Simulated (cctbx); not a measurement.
# Resonant diffraction in Cr3CuBr4Cl3

Space group Pn-3 (no. 201, origin choice 1), a = 12.7090 Å, b = 12.7090 Å, c = 12.7090 Å, α = 90.00°, β = 90.00°, γ = 90.00°.

| atom | mult. | x | y | z | Ueq (Å²) |
| --- | --- | --- | --- | --- | --- |
| Br1 | 8 | 0.8896 | 0.1104 | 0.8896 | 0.0126 |
| Br2 | 24 | 0.5616 | 1/8 | 0.6791 | 0.0084 |
| Cu1 | 8 | 0.1837 | 0.8163 | 0.1837 | 0.0109 |
| Cr1 | 24 | 0.6182 | 0.2795 | 0.7760 | 0.0114 |
| Cl1 | 24 | 0.8291 | 0.3141 | 0.0676 | 0.0096 |

The model was made for the exercise: a known structure type with other elements put in, its volume estimated, not relaxed; displacement parameters are assumed.

Calculated with cctbx: free-atom f′ and f″ from the Sasaki tables, no fine structure; amplitudes in electrons.

```csv
E (eV),F 2 2 1,F 1 0 3,F 1 1 1,F 1 3 2
5389,71.3,177.0,290.5,201.8
5739,70.7,177.6,277.7,199.9
5869,70.3,178.9,266.2,198.1
5929,70.0,180.5,254.9,196.5
5959,69.8,182.2,243.6,194.9
5974,69.5,184.0,232.1,193.2
5981,69.3,185.6,221.8,191.8
5985,69.1,187.4,211.0,190.2
5993,69.1,187.9,215.4,190.2
5997,69.3,185.7,228.5,192.1
6004,69.5,183.7,239.8,193.8
6019,69.7,181.6,252.2,195.6
6049,69.9,179.4,264.4,197.4
6139,70.1,176.4,280.9,199.7
6389,70.1,172.6,297.8,202.0
```

**Question.** Which edge is crossed, and why do the reflections move as they do?

The K edge of Cr. The edge is at 5989 eV. f′ of Cr falls from -3.7 e at 5869 eV to -7.2 e at 4 eV below it, and f″ steps from 0.46 to 3.96 e across it. Over that approach |F| changes by -2 % (2 2 1), +5 % (1 0 3), -21 % (1 1 1) and -4 % (1 3 2): a reflection falls where Cr scatters in phase with the total and rises where it scatters against it; it hardly moves where the Cr term is small or cancels by symmetry. Above the edge the larger f″ enters the imaginary part, where it can add to or cancel the other atoms' f″. The structure is centrosymmetric, so Friedel mates stay equal.

[Logs are printed without paths, hosts, clocks, repeated set-up lines and the standing remarks that a program may print on its own settings, such as how far it seeks lower states.]
